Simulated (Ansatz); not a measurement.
**Converging the field response of a MgO (001) film**

Aim: a convergence study of the equivalent conductor thickness of a MgO (001) film, with the cost of each setting.

Calculated with Ansatz 0.2.0; plane-wave DFT, PBE, Ansatz PAW, in the first sound run; inputs show where later runs differ.

### 1. Starting point

The cell holds 10 atoms: 5 Mg and 5 O. Cell: a = 2.977 Å, b = 2.977 Å, c = 26.420 Å, α = 90.0°, β = 90.0°, γ = 90.0°. It derives from MgO (rocksalt MgO). Vacuum lies along c.

### 2. Single point, setting first choice

The first choice: the default cutoff of 420 eV, a 10×10×1 mesh, 18 Å of vacuum, 0.1 V/Å and a tight threshold. Each later run changes one input against this one; other functionals and files bring their own cutoffs.

input.yaml

```yaml
crystal:
  lattice:
    - [2.97691955, 0.0, 0.0]
    - [0.0, 2.97691955, 0.0]
    - [0.0, 0.0, 26.42]
  atoms:
    - { symbol: Mg, position: [0.5, 0.5, 0.340651022] }
    - { symbol: O, position: [0.0, 0.0, 0.340651022] }
    - { symbol: Mg, position: [0.0, 0.0, 0.420325511] }
    - { symbol: O, position: [0.5, 0.5, 0.420325511] }
    - { symbol: Mg, position: [0.5, 0.5, 0.5] }
    - { symbol: O, position: [0.0, 0.0, 0.5] }
    - { symbol: Mg, position: [0.0, 0.0, 0.579674489] }
    - { symbol: O, position: [0.5, 0.5, 0.579674489] }
    - { symbol: Mg, position: [0.5, 0.5, 0.659348978] }
    - { symbol: O, position: [0.0, 0.0, 0.659348978] }
kpoints:
  mp_grid: { grid: [10, 10, 1] }
hamiltonian:
  xc: pbe
scf:
  occupations: { method: fixed }
  convergence: { dr2_threshold: 1.0e-10 }
efield:
  axis: 3
  dipole_correction: true
  ramp_position: 0.97
  ramp_width: 0.06
  amplitude: 0.1
output:
  write_potential: true
  write_density: true
  volumetric_format: npy
```

Started as:

```bash
$ ansatz run input.yaml --threads 2 --pin off --max-ram 3072MiB --backend cpu --events-out ev --progress --plain --runs-dir out
```

Numbers of over 12 decimals in the logs are rounded to 6 here.

The log of the run:

```text
Engine: ansatz 0.2.0, aarch64-unknown-linux-gnu
Pseudopotentials: kind: paw
Pseudopotential: Mg, paw, valence charge 10, recommended cutoff 420 eV (normal), Mg.paw.azcp
Pseudopotential: O, paw, valence charge 6, recommended cutoff 420 eV (normal), O.paw.azcp
Functional definition: PBE
  parameter kappa = 0.804
  parameter beta = 0.066725
  exchange = pbe_x(kappa = kappa, mu = beta*pi^2/3)
  correlation = pbe_c(beta = beta)
Crystal: 10 atoms, lattice volume = 234.135 Å³
Basis set: ecut = 420 eV, 4453 PW (Γ)
Bands: 50, of which v1, the nominal top of the filled ones, is band 40 counted from 1 (39 counted from 0)
Symmetry: 8 space group operations
k-points: 21 of 100
Non-local potential: Mg, projectors of the file, l = 0: 3, l = 1: 2, l = 2: 1
Non-local potential: O, projectors of the file, l = 0: 2, l = 1: 2, l = 2: 1
PAW form: soft (Blöchl's): semilocal exchange-correlation on the pseudo side does not see the compensation charge
PAW one-centre angular grid: Mg, 110 points (default); XC on 64 Gauss nodes
PAW one-centre angular grid: O, 110 points (default); XC on 64 Gauss nodes
Initial density: superposition of atomic densities (neutral atoms: chi_scale 0, normalization atom, screened)
Initial wavefunctions: pseudopotential atomic-orbital guess
Functional: x = pbe(κ = 0.804, μ = 0.219515), c = pbe(β = 0.066725)
SCF iter   1: F=—  HF=-12478.980622 eV  |F-HF|=—  |Δ(HF+E_count)|=         —  Δρ=1.07e-1  dr2=3.06e1  ethr=3.10e-3  p=0.056 e·Å  D=4.33e-2 V/Å  ΔV_dip=-1.14 eV  dr2_dipole=1.12e-3  V_vac-E_F(+/−)=13.38/12.11 eV  ⟨swp⟩=6.5  Hψ=4212  notcnv=0  defer=155
efield: sawtooth ramp at fractional position 0.9700 (set: `efield.ramp_position`, or a place that a band, a saddle search or an elastic batch's reference lends), width 0.0600; the density the first Hamiltonian is built on has a dipole p = 0.056 e·Å; the dipole correction subtracts the counter field D = 4.33e-2 V/Å, which shifts the + side's vacuum level by -1.14 eV against the − side's; the planar-averaged density in the ramp window peaks in size at 8.8e-6 e/Å³
preconditioner: auto → Resta (q_TF=auto, 2.281 Å⁻¹)  ε∞=1.8  [insulator: Δε(μ)=6.624 eV  Ē_g=17.005 eV  n_scr=46 (ndim 8)  ℏωp=15.3 eV  f_vac=0.540  ε∞_Penn≈1.8  vacuum switching on, ρ_ref=2.1e-2 e/Å³]
SCF iter   2: F=—  HF=-12470.342475 eV  |F-HF|=—  |Δ(HF+E_count)|=    8.64e0  Δρ=5.06e-2  dr2=2.54e0  ethr=3.10e-3  p=0.040 e·Å  D=3.06e-2 V/Å  ΔV_dip=-0.81 eV  dr2_dipole=1.55e-5  V_vac-E_F(+/−)=6.69/5.08 eV  ⟨swp⟩=4.1  Hψ=2251  notcnv=0  defer=165  κ⁻¹=1.0e0(r=1)
SCF iter   3: F=—  HF=-12469.757671 eV  |F-HF|=—  |Δ(HF+E_count)|=   5.85e-1  Δρ=1.65e-2  dr2=4.64e-1  ethr=3.10e-3  p=0.041 e·Å  D=3.20e-2 V/Å  ΔV_dip=-0.84 eV  dr2_dipole=6.61e-6  V_vac-E_F(+/−)=6.71/5.14 eV  ⟨swp⟩=2.0  Hψ=1581  notcnv=0  defer=154  κ⁻¹=8.6e-3(r=2)
SCF iter   4: F=—  HF=-12469.713816 eV  |F-HF|=—  |Δ(HF+E_count)|=   4.39e-2  Δρ=4.26e-3  dr2=3.71e-2  ethr=5.80e-4  p=0.039 e·Å  D=3.03e-2 V/Å  ΔV_dip=-0.80 eV  dr2_dipole=8.07e-6  V_vac-E_F(+/−)=5.50/3.88 eV  ⟨swp⟩=3.3  Hψ=1469  notcnv=0  defer=167  κ⁻¹=2.7e-3(r=3)
SCF iter   5: F=—  HF=-12469.711747 eV  |F-HF|=—  |Δ(HF+E_count)|=   2.07e-3  Δρ=1.36e-3  dr2=3.19e-3  ethr=4.64e-5  p=0.040 e·Å  D=3.11e-2 V/Å  ΔV_dip=-0.82 eV  dr2_dipole=1.10e-6  V_vac-E_F(+/−)=5.52/3.93 eV  ⟨swp⟩=2.3  Hψ=1440  notcnv=0  defer=168  κ⁻¹=1.7e-4(r=4)
SCF iter   6: F=—  HF=-12469.713199 eV  |F-HF|=—  |Δ(HF+E_count)|=   1.45e-3  Δρ=4.59e-4  dr2=4.91e-4  ethr=3.98e-6  p=0.041 e·Å  D=3.17e-2 V/Å  ΔV_dip=-0.84 eV  dr2_dipole=2.58e-7  V_vac-E_F(+/−)=5.61/4.03 eV  ⟨swp⟩=3.3  Hψ=1688  notcnv=0  defer=167  κ⁻¹=5.4e-6(r=5)
SCF iter   7: F=—  HF=-12469.713426 eV  |F-HF|=—  |Δ(HF+E_count)|=   2.27e-4  Δρ=3.09e-4  dr2=1.30e-4  ethr=6.13e-7  p=0.041 e·Å  D=3.15e-2 V/Å  ΔV_dip=-0.83 eV  dr2_dipole=9.48e-8  V_vac-E_F(+/−)=5.55/3.96 eV  ⟨swp⟩=2.3  Hψ=1441  notcnv=0  defer=161  κ⁻¹=1.7e-6(r=6)
SCF iter   8: F=—  HF=-12469.713420 eV  |F-HF|=—  |Δ(HF+E_count)|=   5.21e-6  Δρ=4.83e-5  dr2=3.14e-6  ethr=1.62e-7  p=0.041 e·Å  D=3.16e-2 V/Å  ΔV_dip=-0.83 eV  dr2_dipole=1.67e-11  V_vac-E_F(+/−)=5.56/3.98 eV  ⟨swp⟩=2.0  Hψ=1358  notcnv=0  defer=157  κ⁻¹=2.4e-7(r=7)
SCF iter   9: F=—  HF=-12469.713349 eV  |F-HF|=—  |Δ(HF+E_count)|=   7.12e-5  Δρ=3.69e-5  dr2=4.29e-6  ethr=3.92e-9  p=0.041 e·Å  D=3.16e-2 V/Å  ΔV_dip=-0.84 eV  dr2_dipole=2.75e-9  V_vac-E_F(+/−)=5.57/3.99 eV  ⟨swp⟩=2.9  Hψ=1876  notcnv=0  defer=143  κ⁻¹=1.1e-8(r=8)
SCF iter  10: F=—  HF=-12469.713348 eV  |F-HF|=—  |Δ(HF+E_count)|=   1.05e-6  Δρ=1.08e-5  dr2=2.79e-7  ethr=3.92e-9  p=0.041 e·Å  D=3.16e-2 V/Å  ΔV_dip=-0.83 eV  dr2_dipole=1.93e-10  V_vac-E_F(+/−)=5.56/3.98 eV  ⟨swp⟩=2.0  Hψ=1283  notcnv=0  defer=143  κ⁻¹=1.0e-8(r=8)
SCF iter  11: F=—  HF=-12469.713348 eV  |F-HF|=—  |Δ(HF+E_count)|=   2.78e-8  Δρ=1.39e-6  dr2=2.11e-9  ethr=3.48e-10  p=0.041 e·Å  D=3.16e-2 V/Å  ΔV_dip=-0.83 eV  dr2_dipole=1.44e-13  V_vac-E_F(+/−)=5.56/3.98 eV  ⟨swp⟩=2.0  Hψ=1608  notcnv=0  defer=144  κ⁻¹=2.2e-9(r=8)
SCF iter  12: F=—  HF=-12469.713348 eV  |F-HF|=—  |Δ(HF+E_count)|=  1.35e-10  Δρ=5.15e-7  dr2=2.82e-10  ethr=2.63e-12  p=0.041 e·Å  D=3.16e-2 V/Å  ΔV_dip=-0.83 eV  dr2_dipole=8.02e-17  V_vac-E_F(+/−)=5.56/3.98 eV  ⟨swp⟩=3.0  Hψ=1956  notcnv=0  defer=144  κ⁻¹=4.9e-8(r=8)
SCF iter  13: F=-12469.713348 eV  HF=-12469.713348 eV  |F-HF|=4.73e-11  |Δ(HF+E_count)|=  1.60e-10  Δρ=1.94e-7  dr2=3.78e-11  ethr=1.00e-12  p=0.041 e·Å  D=3.16e-2 V/Å  ΔV_dip=-0.83 eV  dr2_dipole=1.70e-15  V_vac-E_F(+/−)=5.56/3.98 eV  ⟨swp⟩=19.3  Hψ=5077  notcnv=0
SCF 1 converged in 13 iterations: F = -12469.713348 eV  dr2 = 3.78e-11
  greatest PAW one-centre occupation: 1.000 electrons in one spin orbital (limit 2), on the Mg atom at site 6 (counted from 0), in its partial waves of l = 0
WARN: The output density's exchange-correlation potential varies sharply where the density is thin. Do not read a vacuum level from v_tot or v_xc, or from such a field of the output density. On a cell that repeats whose density bears no net charge and no dipole along the vacuum's axis use v_es (v_loc + v_h of the components); under efield.dipole_correction with no amplitude use v_es + v_field, which holds any externa [...]
SCF converged after 13 iterations
Stability not checked: this state was not tested for a lower state beside it, because the mixer in use, unlike msr1, does not test its closes by its own steps (another_mixer; see scf.mixing.algorithm and scf.lower_state_search)
Free energy (F): -12469.713348 eV
Harris-Foulkes:  -12469.713348 eV  (|F-HF|=4.73e-11)
Internal energy: -12469.713348 eV  (E = F + TS)
E sigma→0 (E₀):  -12469.713348 eV
Fermi energy:    0.374845 eV
Dipole field:    D = 0.031586 V/Å  (p = 0.040869 e·Å, saw-weighted, corrected)
Work function:   not extracted (applied field tilts the vacuum); planar V_es + V_field profile in the machine report
Levels:          The Fermi level and band energies are counted from a zero that moves with the ramp; work functions are not
--- Per-component energies (eV) ---
  E_band       = -2084.802843
  E_kinetic    = 1273.731097
  E_local      = -114268.921484  (includes V_loc(G=0)·N_el)
  E_nonlocal   = 714.008693
  E_hartree    = 55590.915090
  E_xc         = -524.311622
  E_vxc        = -671.684623  (∫ρ·V_xc dr)
  E_paw        = -2250.565106  (= ΣΔE_a)
  E_vpaw       = -313.775949  (= ΣTr[D̂ρ^β])
  E_aug_tail   = 0.012522  (compensation charges beyond the density's cutoff)
  E_efield     = -0.003441  (sawtooth field / dipole correction)
  E_vefield    = -0.002796  (∫n·V_field dr)
  E_ewald      = 46995.420904
  E_smearing   = -0.000000  (= −TS)
  E_closure    = 0.000000  (closes the sum)
  Σ components = -12469.713348   (vs F -12469.713348, Δ=0.00e0)
--- Band table (eV; the first three rows and the last of 21) ---
  k-point 0: bands = [... 36 lower, 0.1282, 0.1282, 0.3748, 0.3748, 3.5418, 3.9964, 4.8790, 5.8085, ... 6 higher]
  k-point 1: bands = [... 36 lower, 0.0155, 0.1174, 0.2360, 0.3532, 3.7560, 4.2157, 5.0716, 6.0304, ... 6 higher]
  k-point 2: bands = [... 36 lower, -0.0749, 0.0830, 0.1428, 0.2907, 4.2666, 4.7429, 5.6059, 6.5817, ... 6 higher]
  k-point 20: bands = [... 36 lower, -1.1245, -1.0404, -0.4955, -0.2437, 8.5534, 8.8763, 9.8247, 9.8247, ... 6 higher]
```

Wall time 18 s (2 threads of Arm Neoverse V1, shared host); peak memory 0.52 GiB.

The column dr2 measures how far the density is from self-consistency, as an energy; F and HF (Harris–Foulkes) agree once it is small.

Numbers from this step:

| Property | Result |
| --- | --- |
| gap on the k-mesh | 3.167 eV |
| dipole along the normal | 0.04087 e·Å |
| equivalent conductor thickness p/(ε₀AE) | 8.345 Å |

Running mean over 2.105 Å of the planar mean, with the applied field; the ramp of the sawtooth is left out. Electron's electrostatic potential energy less the highest filled level against z:

z (Å), electron's electrostatic potential energy less the highest filled level (eV) and a bar from the least value:
```
      3.5       4.25 ###########################
      4.0       4.30 ###########################
      4.5       4.35 ###########################
      5.0       4.40 ###########################
      5.5       4.44 ###########################
      6.0       4.47 ###########################
      6.5       4.45 ###########################
      7.0       4.20 ###########################
      7.5       2.98 #######################
      8.0      -0.98 ############
      8.5      -4.41 ##
      9.0      -5.17 
      9.5      -5.26 
     10.0      -5.24 
     10.5      -5.21 
     11.0      -5.19 
     11.5      -5.18 
     12.0      -5.17 
     12.5      -5.16 
     13.0      -5.15 
     13.5      -5.13 
     14.0      -5.11 
     14.5      -5.09 
     15.0      -5.07 #
     15.5      -5.05 #
     16.0      -5.04 #
     16.5      -5.04 #
     17.0      -5.04 #
     17.5      -4.88 #
     18.0      -3.78 ####
     18.5       0.07 ###############
     19.0       3.69 #########################
     19.5       4.72 ############################
     20.0       4.99 #############################
     20.5       5.10 #############################
     21.0       5.16 #############################
     21.5       5.22 ##############################
     22.0       5.27 ##############################
     22.5       5.32 ##############################
     23.0       5.37 ##############################
```

The dipole corresponds to a conductor 8.345 Å thick.

### 3. Run, box 26.4 Å

Edit input.yaml of step 2 so:

```diff
@@ -29,2 +29,4 @@
   amplitude: 0.1
+basis:
+  ecutwfc: "250 eV"
 output:
```

The log of the run:

```text
Warning: basis.ecutwfc = 250 eV is below the records' recommended 420 eV, and the density's cutoff is lower with it unless basis.ecutrho_ratio is high enough to keep the records' density cutoff: compare with a run at a higher cutoff
[...]
Crystal: 10 atoms, lattice volume = 234.135 Å³
Basis set: ecut = 250 eV, 2113 PW (Γ)
[...]
k-point 0: bands = [... 36 lower, 0.0370, 0.0370, 0.2770, 0.2770, 3.4542, 3.9019, 4.5977, 5.5922, ... 6 higher]
  k-point 1: bands = [... 36 lower, -0.0650, 0.0352, 0.1604, 0.2612, 3.6770, 4.1295, 4.7882, 5.7980, ... 6 higher]
  k-point 2: bands = [... 36 lower, -0.1146, 0.0196, 0.0770, 0.2161, 4.2013, 4.6739, 5.3224, 6.3456, ... 6 higher]
  k-point 20: bands = [... 36 lower, -1.1329, -1.1095, -0.5464, -0.2995, 8.5210, 8.8391, 9.7834, 9.7834, ... 6 higher]
[key lines of the parts left out:]
SCF converged after 13 iterations
Free energy (F): -12459.417423 eV
Fermi energy:    0.277041 eV
Dipole field:    D = 0.031774 V/Å  (p = 0.041113 e·Å, saw-weighted, corrected)
```

Elapsed: 9.5 s, on 2 threads; peak memory 0.37 GiB; 19 s of CPU time.

The dipole corresponds to a conductor 8.395 Å thick, +0.60 % from the first choice, at 0.52 times its CPU time.

### 4. Single point, box 26.4 Å

Edit input.yaml of step 3 so:

```diff
@@ -30,3 +30,3 @@
 basis:
-  ecutwfc: "250 eV"
+  ecutwfc: "330 eV"
 output:
```

The log of the run:

```text
[...]
Crystal: 10 atoms, lattice volume = 234.135 Å³
Basis set: ecut = 330 eV, 3203 PW (Γ)
Bands: 50, of which v1, the nominal top of the filled ones, is band 40 counted from 1 (39 counted from 0)
Symmetry: 8 space group operations
k-points: 21 of 100
[...]
k-point 0: bands = [... 36 lower, 0.1234, 0.1234, 0.3687, 0.3687, 3.5299, 3.9848, 4.7990, 5.7592, ... 6 higher]
  k-point 1: bands = [... 36 lower, 0.0045, 0.1119, 0.2256, 0.3442, 3.7449, 4.2052, 4.9899, 5.9704, ... 6 higher]
  k-point 2: bands = [... 36 lower, -0.0844, 0.0710, 0.1322, 0.2749, 4.2568, 4.7340, 5.5222, 6.5182, ... 6 higher]
  k-point 20: bands = [... 36 lower, -1.1258, -1.0408, -0.4968, -0.2455, 8.5498, 8.8726, 9.8285, 9.8285, ... 6 higher]
[key lines of the parts left out:]
SCF converged after 13 iterations
Free energy (F): -12468.836105 eV
Fermi energy:    0.368684 eV
Dipole field:    D = 0.031594 V/Å  (p = 0.040880 e·Å, saw-weighted, corrected)
```

It took 15 s on 2 threads; peak memory 0.44 GiB.

The dipole corresponds to a conductor 8.347 Å thick, +0.03 % from the first choice, at 0.83 times its CPU time.

### 5. Single point, box 26.4 Å (run 2)

Edit input.yaml of step 4 so:

```diff
@@ -30,3 +30,3 @@
 basis:
-  ecutwfc: "330 eV"
+  ecutwfc: "600 eV"
 output:
```

The log of the run:

```text
[...]
Crystal: 10 atoms, lattice volume = 234.135 Å³
Basis set: ecut = 600 eV, 7781 PW (Γ)
Bands: 50, of which v1, the nominal top of the filled ones, is band 40 counted from 1 (39 counted from 0)
Symmetry: 8 space group operations
k-points: 21 of 100
[...]
k-point 0: bands = [... 36 lower, 0.1283, 0.1283, 0.3750, 0.3750, 3.5422, 3.9966, 4.9017, 5.8225, ... 6 higher]
  k-point 1: bands = [... 36 lower, 0.0160, 0.1176, 0.2362, 0.3534, 3.7564, 4.2159, 5.0953, 6.0479, ... 6 higher]
  k-point 2: bands = [... 36 lower, -0.0744, 0.0833, 0.1432, 0.2912, 4.2670, 4.7430, 5.6309, 6.5992, ... 6 higher]
  k-point 20: bands = [... 36 lower, -1.1244, -1.0404, -0.4955, -0.2438, 8.5532, 8.8760, 9.8235, 9.8235, ... 6 higher]
[key lines of the parts left out:]
SCF converged after 13 iterations
Free energy (F): -12469.743073 eV
Fermi energy:    0.374994 eV
Dipole field:    D = 0.031587 V/Å  (p = 0.040871 e·Å, saw-weighted, corrected)
```

Wall time 30 s (2 threads); peak memory 0.74 GiB.

The dipole corresponds to a conductor 8.345 Å thick, +0.00 % from the first choice, at 1.7 times its CPU time.

### 6. Run, box 26.4 Å (run 2)

Edit input.yaml of step 5 so:

```diff
@@ -17,3 +17,3 @@
 kpoints:
-  mp_grid: { grid: [10, 10, 1] }
+  mp_grid: { grid: [1, 1, 1] }
 hamiltonian:
@@ -29,4 +29,2 @@
   amplitude: 0.1
-basis:
-  ecutwfc: "600 eV"
 output:
```

The log of the run:

```text
[...]
Crystal: 10 atoms, lattice volume = 234.135 Å³
Basis set: ecut = 420 eV, 4453 PW (Γ)
Bands: 50, of which v1, the nominal top of the filled ones, is band 40 counted from 1 (39 counted from 0)
Symmetry: 8 space group operations
k-points: 1
[...]
Internal energy: -12452.687378 eV  (E = F + TS)
E sigma→0 (E₀):  -12452.687378 eV
Fermi energy:    0.217073 eV
Dipole field:    D = 0.038197 V/Å  (p = 0.049423 e·Å, saw-weighted, corrected)
Work function:   not extracted (applied field tilts the vacuum); planar V_es + V_field profile in the machine report
[...]
--- Band table (eV) ---
  k-point 0: bands = [... 36 lower, 0.0539, 0.0539, 0.2171, 0.2171, 3.4977, 3.8409, 5.3137, 5.7792, ... 6 higher]
[key lines of the parts left out:]
SCF converged after 13 iterations
Free energy (F): -12452.687378 eV
```

Run time: 1 s. Hardware: 2 threads; peak memory 0.29 GiB.

The dipole corresponds to a conductor 10.092 Å thick, +20.93 % from the first choice, at 0.048 times its CPU time.

### 7. Single point, box 26.4 Å (run 3)

Edit input.yaml of step 6 so:

```diff
@@ -17,3 +17,3 @@
 kpoints:
-  mp_grid: { grid: [1, 1, 1] }
+  mp_grid: { grid: [2, 2, 1] }
 hamiltonian:
```

The log of the run:

```text
[...]
Crystal: 10 atoms, lattice volume = 234.135 Å³
Basis set: ecut = 420 eV, 4453 PW (Γ)
Bands: 50, of which v1, the nominal top of the filled ones, is band 40 counted from 1 (39 counted from 0)
Symmetry: 8 space group operations
k-points: 3 of 4
[...]
Work function:   not extracted (applied field tilts the vacuum); planar V_es + V_field profile in the machine report
[...]
--- Band table (eV) ---
  k-point 0: bands = [... 36 lower, 0.2904, 0.2904, 0.5070, 0.5070, 3.5863, 4.0190, 4.9084, 5.8351, ... 6 higher]
  k-point 1: bands = [... 36 lower, -0.1103, -0.1022, 0.0495, 0.2770, 6.6880, 7.0614, 7.7780, 8.1768, ... 6 higher]
  k-point 2: bands = [... 36 lower, -1.0317, -1.0084, -0.3099, -0.0809, 8.5688, 8.8642, 9.8076, 9.8076, ... 6 higher]
[key lines of the parts left out:]
SCF converged after 13 iterations
Free energy (F): -12468.208692 eV
Fermi energy:    0.507005 eV
Dipole field:    D = 0.033136 V/Å  (p = 0.042875 e·Å, saw-weighted, corrected)
```

Wall time 2 s (2 threads); peak memory 0.39 GiB.

The dipole corresponds to a conductor 8.755 Å thick, +4.91 % from the first choice, at 0.094 times its CPU time.

### 8. Run, box 26.4 Å (run 3)

Edit input.yaml of step 7 so:

```diff
@@ -17,3 +17,3 @@
 kpoints:
-  mp_grid: { grid: [2, 2, 1] }
+  mp_grid: { grid: [5, 5, 1] }
 hamiltonian:
```

The log of the run:

```text
[...]
Crystal: 10 atoms, lattice volume = 234.135 Å³
Basis set: ecut = 420 eV, 4453 PW (Γ)
Bands: 50, of which v1, the nominal top of the filled ones, is band 40 counted from 1 (39 counted from 0)
Symmetry: 8 space group operations
k-points: 6 of 25
[...]
k-point 0: bands = [... 36 lower, 0.1309, 0.1309, 0.3773, 0.3773, 3.5426, 3.9972, 4.8790, 5.8090, ... 6 higher]
  k-point 1: bands = [... 36 lower, -0.0727, 0.0857, 0.1449, 0.2933, 4.2673, 4.7436, 5.6058, 6.5819, ... 6 higher]
  k-point 2: bands = [... 36 lower, -0.1948, -0.1562, -0.0841, 0.1133, 5.9193, 6.3665, 7.5785, 8.3094, ... 6 higher]
  k-point 5: bands = [... 36 lower, -0.9155, -0.8650, -0.4529, -0.2150, 7.8420, 8.2232, 10.0062, 10.1480, ... 6 higher]
[key lines of the parts left out:]
SCF converged after 13 iterations
Free energy (F): -12469.708445 eV
Fermi energy:    0.377330 eV
Dipole field:    D = 0.031585 V/Å  (p = 0.040868 e·Å, saw-weighted, corrected)
```

Run time: 5.8 s. Hardware: 2 threads; peak memory 0.41 GiB; 10 s of CPU time.

The dipole corresponds to a conductor 8.345 Å thick, -0.00 % from the first choice, at 0.29 times its CPU time.

(Part 1 of 3 ends here.)

[Logs are printed without paths, hosts, clocks, repeated set-up lines and the standing remarks that a program may print on its own settings, such as how far it seeks lower states.]

[Hosts, paths, dates, database ids (printed as entryN), source tags and the programs' standing remarks are cut or masked in the printed files.]

[Maps of the electrostatic potential energy from Ansatz leave out the sawtooth potential of an applied field or a dipole correction, so their vacuum need not be flat; planar profiles and work functions include it.]
